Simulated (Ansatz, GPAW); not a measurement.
# ZrSi2P4 monolayer: simulated STM images, part 3 of 3

Aim: Tersoff-Hamann images of ZrSi2P4 monolayer at several biases.

GPAW 26.7.0 and Ansatz 0.2.0; Ansatz plane waves; layer without images along its normal, relaxation of atoms and in-plane cell (the session's first sound run).

So far, upper work function (eV): step 3 (the slab's potential) 5.59.

**4. A second plane-wave code**

A second program with its own datasets checks the number independently.

This step: Ansatz plane waves; slab in vacuum with a dipole correction (Ansatz 0.2.0).

input.yaml reads:

```yaml
crystal:
  lattice:
    - [3.6348899238, 0.0, 0.0]
    - [-1.8174449619, 3.1479070139, 0.0]
    - [0.0, 0.0, 41.5750581192]
  atoms:
    - { symbol: P, position: [0.0, 0.0, 0.2085223682] }
    - { symbol: Si, position: [0.3333333333, 0.6666666667, 0.23193657] }
    - { symbol: P, position: [0.3333333333, 0.6666666667, 0.2860157677] }
    - { symbol: Zr, position: [0.0, 0.0, 0.3233612925] }
    - { symbol: P, position: [0.3333333333, 0.6666666667, 0.3607068173] }
    - { symbol: Si, position: [0.3333333333, 0.6666666667, 0.4147860151] }
    - { symbol: P, position: [0.0, 0.0, 0.4382002168] }
kpoints:
  mp_grid: { grid: [9, 9, 1] }
hamiltonian:
  xc: pbe
scf:
  occupations: { method: fermi_dirac, width: 0.05 }
efield:
  axis: 3
  dipole_correction: true
  ramp_width: 0.05
output:
  forces: true
  band_densities:
    - { e_range: [-2.0, 0] }
    - { e_range: [-1.0, 0] }
    - { e_range: [0, 1.5] }
  write_potential: true
  write_density: true
  volumetric_format: npy
  elf: true
```

Launch:

```
$ ansatz run input.yaml --threads 4 --pin off --max-ram 8192MiB --backend cpu --events-out ev --progress --plain --runs-dir out
```

Numbers of over 12 decimals in the logs are rounded to 6 here.

Log:

```text
[...]
Crystal: 7 atoms, lattice volume = 475.714 Å³
Basis set: ecut = 420 eV, 9187 PW (Γ), exchange–correlation on 50×50×576 points (8 copies of the dense FFT grid, shifted against one another)
Bands: 27, of which v1, the nominal top of the filled ones, is band 20 counted from 1 (19 counted from 0)
Symmetry: 6 space group operations
k-points: 12 of 81 (time reversal used)
[...]
SCF iter   1: F=—  HF=-8480.806455 eV  |F-HF|=—  |Δ(HF+E_count)|=         —  Δρ=3.02e-3  dr2=8.39e-2  ethr=1.77e-3  p=0.000 e·Å  D=4.32e-7 V/Å  ΔV_dip=-0.00 eV  dr2_dipole=2.42e-9  V_vac-E_F(+/−)=5.48/5.48 eV  ⟨swp⟩=10.8  Hψ=2292  notcnv=0  defer=3
efield: sawtooth ramp at fractional position 0.7984 (placed from the atoms, in the widest stretch of the axis that holds none; the zero of the levels goes with the place), width 0.0500; the density the first Hamiltonian is built on has a dipole p = 0.000 e·Å; the dipole correction subtracts the counter field D = 4.32e-7 V/Å, which shifts the + side's vacuum level by -0.00 eV against the − side's; the planar-averaged density in the ramp window peaks in size at 1.5e-6 e/Å³
[...]
SCF iter   2: F=—  HF=-8480.816223 eV  |F-HF|=—  |Δ(HF+E_count)|=   9.77e-3  Δρ=2.05e-3  dr2=1.31e-1  ethr=2.10e-4  p=-0.000 e·Å  D=-4.20e-6 V/Å  ΔV_dip=0.00 eV  dr2_dipole=4.20e-8  V_vac-E_F(+/−)=5.45/5.45 eV  ⟨swp⟩=3.5  Hψ=727  notcnv=0  defer=18
[...]
SCF iter   8: F=-8480.798943 eV  HF=-8480.798943 eV  |F-HF|=1.47e-8  |Δ(HF+E_count)|=   3.39e-7  Δρ=1.75e-6  dr2=2.83e-8  ethr=2.50e-10  p=0.000 e·Å  D=3.14e-6 V/Å  ΔV_dip=-0.00 eV  dr2_dipole=2.15e-9  V_vac-E_F(+/−)=5.58/5.58 eV  ⟨swp⟩=18.3  Hψ=3174  notcnv=0
SCF 1 converged in 8 iterations: F = -8480.798943 eV  dr2 = 2.83e-8
[...]
WARN: The output density's exchange-correlation potential varies sharply where the density is thin. Do not read a vacuum level from v_tot or v_xc, or from such a field of the output density. On a cell that repeats whose density bears no net charge and no dipole along the vacuum's axis use v_es (v_loc + v_h of the components); under efield.dipole_correction with no amplitude use v_es + v_field, which holds any externa [...]
SCF converged after 8 iterations
Free energy (F): -8480.798943 eV
[...]
Internal energy: -8480.788160 eV  (E = F + TS)
E sigma→0 (E₀):  -8480.793551 eV
Entropy (-TS):   -0.010783 eV (-1.540 meV/atom)
Fermi energy:    -1.731356 eV
Dipole field:    D = -0.000037 V/Å  (p = -0.000098 e·Å, saw-weighted, corrected)
Work function:   Φ+ = 5.5849 eV   Φ− = 5.5834 eV
Levels:          The Fermi level and band energies are counted from a zero that moves with the ramp; work functions are not
[...]
--- Forces (eV/Å), atoms counted from 1 ---
  atom   1  P      0.00000000    -0.00000000    -0.00030917
  atom   2  Si     0.00000000     0.00000000     0.00020102
  atom   3  P     -0.00000000    -0.00000000     0.00039636
  atom   4  Zr     0.00000000    -0.00000000    -0.00003302
  atom   5  P     -0.00000000    -0.00000000    -0.00030102
  atom   6  Si    -0.00000000     0.00000000    -0.00026368
  atom   7  P      0.00000000    -0.00000000     0.00033006
  max |Σ_I F_I| component: 2.05e-5 eV/Å
--- Band table (eV; the first three rows and the last of 12) ---
  k-point 0: bands = [... 16 lower, -2.7745, -2.4894, -1.7551, -1.7551, -0.9543, 0.4826, 0.6669, 1.1035, ... 3 higher]
  k-point 1: bands = [... 16 lower, -2.7472, -2.5778, -2.0232, -1.9701, -0.8987, 0.7167, 0.7360, 1.3430, ... 3 higher]
  k-point 2: bands = [... 16 lower, -2.9513, -2.5582, -2.4379, -2.4178, -1.1836, 0.2685, 0.3231, 1.4150, ... 3 higher]
  k-point 11: bands = [... 16 lower, -4.1201, -3.9850, -2.8248, -2.0779, -0.3977, 0.5150, 0.6562, 0.9730, ... 3 higher]
--- Band densities, each state counted as filled ---
  window                                       electrons  max residual (eV)  cut levels
  e_range: [-2, 0]                              9.209877             3.4e-9           0
  e_range: [-1, 0]                              3.975309             3.4e-9           0
  e_range: [0, 1.5]                             2.296296             2.8e-4           0
```

Run time: 5.2 s. Hardware: 4 threads of Intel Xeon Platinum 8488C (Sapphire Rapids), shared host; peak memory 0.88 GiB; 19 s of CPU time.

This step gave:

```
gap by band count             : 0.06262 eV
symmetry operations           : 6
upper work function           : 5.585 eV
lower work function           : 5.583 eV
dipole along the normal       : -9.80e-5 e·Å
dipole field                  : -3.73e-5 V/Å
vacuum level above            : 3.854 eV
vacuum level below            : 3.852 eV
corrugation e range -2 0 3.5  : 0.3669 Å
decay e range -2 0            : 1.434 Å⁻¹
apparent barrier e range -2 0 : 7.831 eV, hbar² kappa² / 2m (holds the in-plane momentum too)
corrugation e range -1 0 3.5  : 0.2987 Å
decay e range -1 0            : 1.362 Å⁻¹
apparent barrier e range -1 0 : 7.067 eV, hbar² kappa² / 2m (holds the in-plane momentum too)
corrugation e range 0 1.5 3.5 : 0.1559 Å
decay e range 0 1.5           : 1.169 Å⁻¹
```

The electrostatic potential energy of an electron (with the applied field's), less the Fermi level, planar mean oscillates, so the rows of the table below give means over windows of 1.73 Å about each position, cut where the curve ends. Its maxima inside the range that stand out by 2 % of the span (Å: eV): 10.8: 2.25, 12.6: -4.76, 14.3: -4.78, 16.0: 2.23. Its minima: 9.1: -11.2, 12.0: -7.89, 13.4: -13.9, 15.0: -7.83, 17.9: -11.2.

The electrostatic potential energy of an electron (with the applied field's), less the Fermi level, planar mean by z; means over each step:

```csv
z (Å),"electrostatic potential energy of an electron (with the applied field's), less the Fermi level, planar mean (eV)"
0.86,5.58
2.59,5.58
4.32,5.58
6.05,5.53
7.78,0.101
9.51,-8.55
11.24,-2.17
12.97,-9.28
14.70,-6.29
16.43,-2.13
18.16,-7.97
19.89,4.76
21.62,5.58
23.35,5.58
25.08,5.58
26.81,5.58
28.54,5.58
30.27,5.58
32.00,5.58
33.73,5.58
35.46,5.58
37.20,5.58
38.92,5.58
40.65,5.58
```

The valence density, planar mean by z:

```csv
z (Å),"valence density, planar mean (e/Å³)"
5,4.9e-5
6,8.9e-4
7,0.0162
8,0.189
9,0.369
10,0.181
11,0.166
12,0.293
13,0.614
14,0.527
15,0.277
16,0.153
17,0.199
18,0.351
19,0.157
20,0.0117
21,6.5e-4
22,3.5e-5
```

E_range_-2_0. The planar mean of the window's density by height over the top atom:

```csv
height over the top atom (Å),planar mean of the window's density (e/Å³)
1.50,0.0158
1.70,0.00941
1.90,0.00550
2.10,0.00318
2.30,0.00183
2.70,6.0e-4
2.90,3.4e-4
3.10,1.9e-4
3.30,1.1e-4
3.50,6.1e-5
3.70,3.5e-5
3.90,2.0e-5
4.10,1.1e-5
4.30,6.2e-6
4.50,3.5e-6
4.90,1.1e-6
5.10,6.2e-7
5.30,3.5e-7
5.50,2.0e-7
5.70,1.1e-7
5.90,6.4e-8
6.10,3.6e-8
6.30,2.1e-8
6.50,1.2e-8
6.70,6.7e-9
7.10,2.2e-9
7.30,1.3e-9
7.50,7.2e-10
7.70,4.1e-10
7.90,2.4e-10
```

Density over a1 and a2. Constant height 3.5 Å over the top atom, window e_range_-2_0.

Ten even steps from '0' (0.39 × 1e-4 e/Å³) to '9' (1.10 × 1e-4 e/Å³):
```
9988764322110112234678899
9887654321100112345678899
8876543211000112345678888
7765432110000112345677888
6654321100000112345667777
5443211000000112344566666
4332110000000112334455554
3221100000000112233444443
2211000000000112223333332
1110000000000111222222222
1100000000000111111111111
0000000000000011111111111
0111111111110000000000000
1111111111111000000000001
1222222222111000000000011
2233333322211000000000112
3344444332211000000001122
4455554433211000000011233
5666665443211000000112344
6777766543211000001123456
7888776543211000011234567
8888876543211000112345678
9998876543211001123456788
9998876432211011223467889
9998765432110011234567899
```
Columns: a1 from 0 to 0.96; rows upwards: a2 from 0 to 0.96.

Tip height over the top atom over a1 and a2. Constant current at the density 6.148e-05 e/Å^3, window e_range_-2_0.

Ten even steps from '0' (3.32 Å) to '9' (3.69 Å):
```
9998876543221223456788999
9998765432211223456789999
9887765432111234567788999
8877654321111234567788898
8766543210001234566788888
7655432100001234556777777
6544321000001234456667766
5433210000001233455566655
4322100000001223444555544
3221100000011223334444433
2211100000111222233333322
1111111111111122222222222
1222222222221111111111111
2223333332222111111111112
3334444433322110000001122
4445555444322110000011223
5556665554332110000112334
6667766654432110001123445
7777777655432110011234556
8888887665432110112345667
8898887765432111123456778
9999887765432111234567788
9999987654322112234567899
9999887654322122345678899
9999887654321123456788999
```
Columns: a1 from 0 to 0.96; rows upwards: a2 from 0 to 0.96.

E_range_-1_0. Planar mean of the window's density against height over the top atom:

```csv
height over the top atom (Å),planar mean of the window's density (e/Å³)
1.50,0.00496
1.70,0.00305
1.90,0.00184
2.10,0.00110
2.30,6.6e-4
2.70,2.3e-4
2.90,1.3e-4
3.10,7.9e-5
3.30,4.6e-5
3.50,2.7e-5
3.70,1.6e-5
3.90,9.1e-6
4.10,5.2e-6
4.30,3.0e-6
4.50,1.8e-6
4.90,5.9e-7
5.10,3.4e-7
5.30,2.0e-7
5.50,1.1e-7
5.70,6.6e-8
5.90,3.8e-8
6.10,2.2e-8
6.30,1.3e-8
6.50,7.5e-9
6.70,4.4e-9
7.10,1.5e-9
7.30,8.6e-10
7.50,5.0e-10
7.70,2.9e-10
7.90,1.7e-10
```

Density over a1 and a2. Constant height 3.5 Å over the top atom, window e_range_-1_0.

Ten even steps from '_' (1.92 × 1e-5 e/Å³) to '@' (4.35 × 1e-5 e/Å³):
```
@@@@%%%%##**==--::::....__....::::--==**##%%%%@@@@
@@%%%%##**++==--::....____....::--==++**##%%%%@@@@
%%%%##**++==--::....______....::--==++**##%%%%%%%%
####**++==--::....________....::--==++**####%%%%%%
****++==--::....__________....::--==++****########
++====--::....____________....::--====++**********
==----::....______________....::----====++++++++==
--::::....________________....::::----==========--
::::....__________________....::::::------------::
......____________________......::::::::::::::::::
....______________________........................
____________________________......................
__......................__________________________
..........................______________________..
..::::::::::::::::::......____________________....
::::------------::::::....__________________....::
----==========----::::....________________....::::
====++++++++====----::....______________....::----
++**********++====--::....____________....::--====
**########****++==--::....__________....::--==++**
##%%%%%%####**++==--::....________....::--==++**##
%%%%%%%%%%##**++==--::....______....::--==++**##%%
@@@@@@%%%%##**++==--::....____....::--==++**##%%%%
@@@@@@%%%%##**==--::::....__....::::--==**##%%%%@@
@@@@@@%%##**++==--::....____....::--==++**##%%@@@@
```
Columns: a1 from 0 to 0.96; rows upwards: a2 from 0 to 0.96.

Tip height over the top atom over a1 and a2. Constant current at the density 2.686e-05 e/Å^3, window e_range_-1_0.

Values in Å, 12 rows by 16 columns, each cell a mean:
```
3.65 3.64 3.61 3.57 3.53 3.48 3.44 3.41 3.42 3.45 3.49 3.54 3.59 3.62 3.64 3.65
3.62 3.60 3.56 3.52 3.48 3.43 3.40 3.40 3.42 3.46 3.51 3.55 3.59 3.62 3.63 3.63
3.57 3.54 3.51 3.46 3.42 3.39 3.38 3.39 3.42 3.47 3.51 3.54 3.57 3.59 3.60 3.59
3.51 3.48 3.45 3.41 3.38 3.37 3.37 3.39 3.42 3.46 3.49 3.52 3.54 3.54 3.54 3.53
3.45 3.43 3.41 3.39 3.38 3.38 3.38 3.40 3.42 3.44 3.46 3.48 3.48 3.49 3.48 3.47
3.42 3.41 3.41 3.41 3.41 3.41 3.41 3.41 3.41 3.42 3.42 3.43 3.43 3.43 3.42 3.42
3.43 3.44 3.45 3.46 3.45 3.45 3.44 3.42 3.41 3.40 3.39 3.38 3.39 3.39 3.40 3.42
3.49 3.50 3.51 3.51 3.51 3.49 3.47 3.44 3.41 3.38 3.37 3.37 3.38 3.40 3.43 3.46
3.55 3.57 3.57 3.57 3.55 3.52 3.49 3.44 3.41 3.38 3.37 3.38 3.41 3.45 3.49 3.52
3.61 3.62 3.61 3.60 3.57 3.54 3.49 3.44 3.41 3.39 3.39 3.42 3.46 3.51 3.55 3.58
3.64 3.65 3.63 3.61 3.58 3.53 3.49 3.44 3.41 3.41 3.43 3.47 3.52 3.56 3.60 3.63
3.66 3.65 3.63 3.60 3.56 3.51 3.47 3.43 3.41 3.43 3.46 3.51 3.56 3.60 3.63 3.65
```
Columns: a1 from 0 to 0.96; rows upwards: a2 from 0 to 0.96.

E_range_0_1.5. The planar mean of the window's density by height over the top atom:

```csv
height over the top atom (Å),planar mean of the window's density (e/Å³)
1.50,0.00106
1.90,4.2e-4
2.10,2.6e-4
2.50,1.0e-4
2.70,6.6e-5
3.10,2.6e-5
3.30,1.6e-5
3.70,6.4e-6
3.90,4.0e-6
4.30,1.6e-6
4.50,9.8e-7
4.90,3.9e-7
5.10,2.4e-7
5.50,9.5e-8
5.70,6.0e-8
6.10,2.4e-8
6.30,1.5e-8
6.70,5.9e-9
6.90,3.7e-9
7.30,1.5e-9
7.50,9.3e-10
7.90,3.7e-10
```

Density over a1 and a2. Constant height 3.5 Å over the top atom, window e_range_0_1.5.

Ten even steps from '0' (0.88 × 1e-5 e/Å³) to '9' (1.28 × 1e-5 e/Å³):
```
9998765432111112345678999
9987654321111112345678999
8876543211000112345678899
7765432110000112345677888
6654322100000122345667777
5543221000000122345566666
4432110000000112344555555
3321100000000112334444444
2211000000000112233344333
2110000000000112223333322
1110000000001111222222221
1110000000011111111111111
1111111111111111111111111
1111122111111111111111111
2222222222211111000011111
2333333332221110000011122
3444444433221110000111223
4555555443321110001112334
5666665543321110011123345
6777766544321111111234456
7888776544321111112344567
8998876543321111123345678
9999876543221111223456789
9999876543211111234567899
9998765432211112234567899
```
Columns: a1 from 0 to 0.96; rows upwards: a2 from 0 to 0.96.

Tip height over the top atom over a1 and a2. Constant current at the density 1.019e-05 e/Å^3, window e_range_0_1.5.

Ten even steps from '0' (3.44 Å) to '9' (3.59 Å):
```
9998765432211122345678999
9988765432111123456788999
9887654321111123456788999
8776543211001123456778888
7665432110001123456677887
6554321100001123455667776
5443211000001123445566665
4332110000001123344555554
3221100000001122334444443
2211000000001122333333333
2111000000011122223333222
1111111111111112222222221
1111111111111111111111111
2222222222221111111111111
2233333332222111111111122
3344444433322111111111223
4455555443322111111112233
5566665544332111111123344
6677766554332111111233455
7788776654332111112334566
8888877654332111123345677
9999887654322111223456788
9999887654322112234567889
9999876543321112334567899
9999876543221122345678999
```
Columns: a1 from 0 to 0.96; rows upwards: a2 from 0 to 0.96.

Band density in the ca plane at fractional y = 0.667, with atoms of Si and P within 0.2 Å of it.

Values in Å⁻³, 5 rows by 16 columns, each cell a mean:
```
0.00 0.00 0.01 0.06 0.03 0.03 0.02 0.06 0.07 0.07 0.06 0.02 0.03 0.04 0.05 0.01
0.00 0.00 0.01 0.04 0.04 0.03 0.04 0.13 0.08 0.09 0.12 0.04 0.04 0.03 0.04 0.01
0.00 0.00 0.00 0.01 0.03 0.04 0.11 0.20 0.08 0.10 0.20 0.10 0.04 0.02 0.01 0.00
0.00 0.00 0.00 0.01 0.02 0.04 0.12 0.12 0.07 0.08 0.12 0.12 0.03 0.02 0.01 0.00
0.00 0.00 0.01 0.03 0.04 0.04 0.07 0.20 0.09 0.10 0.19 0.06 0.04 0.03 0.02 0.01
```
Columns run along c (16.0 Å, from fractional 0.11 to 0.50 of the cell), rows up along a (3.6 Å). Atoms in or near the plane, at fractional coordinates: Si at (0.23, 0.33), P at (0.29, 0.33), P at (0.36, 0.33), Si at (0.41, 0.33).

Band density in the ca plane at fractional y = 0.667, with atoms of Si and P within 0.2 Å of it.

Ten steps, logarithmic in the rise over the least value, from '0' (0.00 Å⁻³) to '9' (0.17 Å⁻³), each cell a mean:
```
00000123454344321356676666677653223443454321
00000123455444321245666666666543113443454321
00000013444344322467777666778764223443444321
00000012333334334578998656899986433443333210
00000011222233345689998655799987543332222110
00000001111222246776676434676677652222111100
00000001111223246778887535788877653232111100
00000011222234335689998656899986543443222210
00000012343344323568888666788875323443343211
```
Columns run along c (16.0 Å, from fractional 0.11 to 0.50 of the cell), rows up along a (3.6 Å). Atoms in or near the plane, at fractional coordinates: Si at (0.23, 0.33), P at (0.29, 0.33), P at (0.36, 0.33), Si at (0.41, 0.33).

Band density in the ca plane at fractional y = 0.667, with atoms of Si and P within 0.2 Å of it.

Values in units of 1e-2 Å⁻³, 5 rows by 16 columns, each cell a mean:
```
0.0 0.0 0.0 0.0 0.0 0.0 0.2 1.0 0.8 0.4 0.8 1.6 8.9 1.9 0.9 0.4
0.0 0.0 0.0 0.0 0.0 0.0 0.2 0.7 0.7 0.7 1.1 1.6 6.5 1.8 1.2 0.7
0.0 0.0 0.0 0.0 0.0 0.0 0.1 0.8 1.1 2.4 1.7 1.2 2.0 1.2 1.7 2.4
0.0 0.0 0.0 0.0 0.0 0.0 0.1 0.9 1.0 2.9 1.5 0.7 1.1 0.7 1.4 3.0
0.0 0.0 0.0 0.0 0.0 0.0 0.2 0.7 0.9 1.2 1.5 1.7 4.5 1.7 1.6 1.2
```
Columns run along c (16.0 Å, from fractional 0.03 to 0.41 of the cell), rows up along a (3.6 Å). Atoms in or near the plane, at fractional coordinates: Si at (0.23, 0.33), P at (0.29, 0.33), P at (0.36, 0.33).

The upper face's work function is 5.585 eV, against 5.588 eV in the first plane-wave PBE run at this geometry.

**5. Side by side**

Results and costs are gathered.

This step: comparison of work functions, dipole and cost (GPAW 26.7.0).

Ladder, by row:

```csv
step,code,"work function, upper (eV)","work function, lower (eV)",dipole (e Å),wall time (s),peak memory (GiB),threads
pw,GPAW,5.588,5.579,-5.94e-4,111.3,0.47,1
ansatz,Ansatz,5.585,5.583,-9.80e-5,5.2,0.884,4
```

**6. Summary of results**

| Quantity | Value |
| --- | --- |
| work function, upper and lower face | 5.588 and 5.579 eV |
| dipole along the normal | -5.9e-4 e Å |
| corrugation at -2 V | 0.372 Å |
| corrugation at -1 V | 0.302 Å |
| corrugation at 1.5 V | 0.162 Å |

What this shows: The corrugation at constant current is largest at -2 V, where the tip height varies by 0.37 Å over the cell. Negative sample bias images filled states, positive bias empty ones. The two plane-wave codes differ by 0.0035 eV on the upper face. The images are of Tersoff-Hamann type: an s-wave tip, no tip-sample forces, heights closer than in a microscope. Ansatz gives corrugations of 0.37 Å at -2 V (GPAW 0.37), 0.30 Å at -1 V (GPAW 0.30) and 0.16 Å at 1.5 V (GPAW 0.16). GPAW's time includes a further run over the whole zone for the images, so the two times are not like for like. The starting lattice was a guess from atomic radii; the relaxation moved it by 4 %. The small printed dipole stands for a step of 9.4 meV from the lower to the upper face, and the probes find 9.5 meV; values this small are near the numerical noise of both. The layer's cell and atoms come from the relaxation; spin-orbit coupling and temperature are left out.

[Logs are printed without paths, hosts, clocks, repeated set-up lines and the standing remarks that a program may print on its own settings, such as how far it seeks lower states.]

[Hosts, paths, dates, database ids (printed as entryN), source tags and the programs' standing remarks are cut or masked in the printed files.]
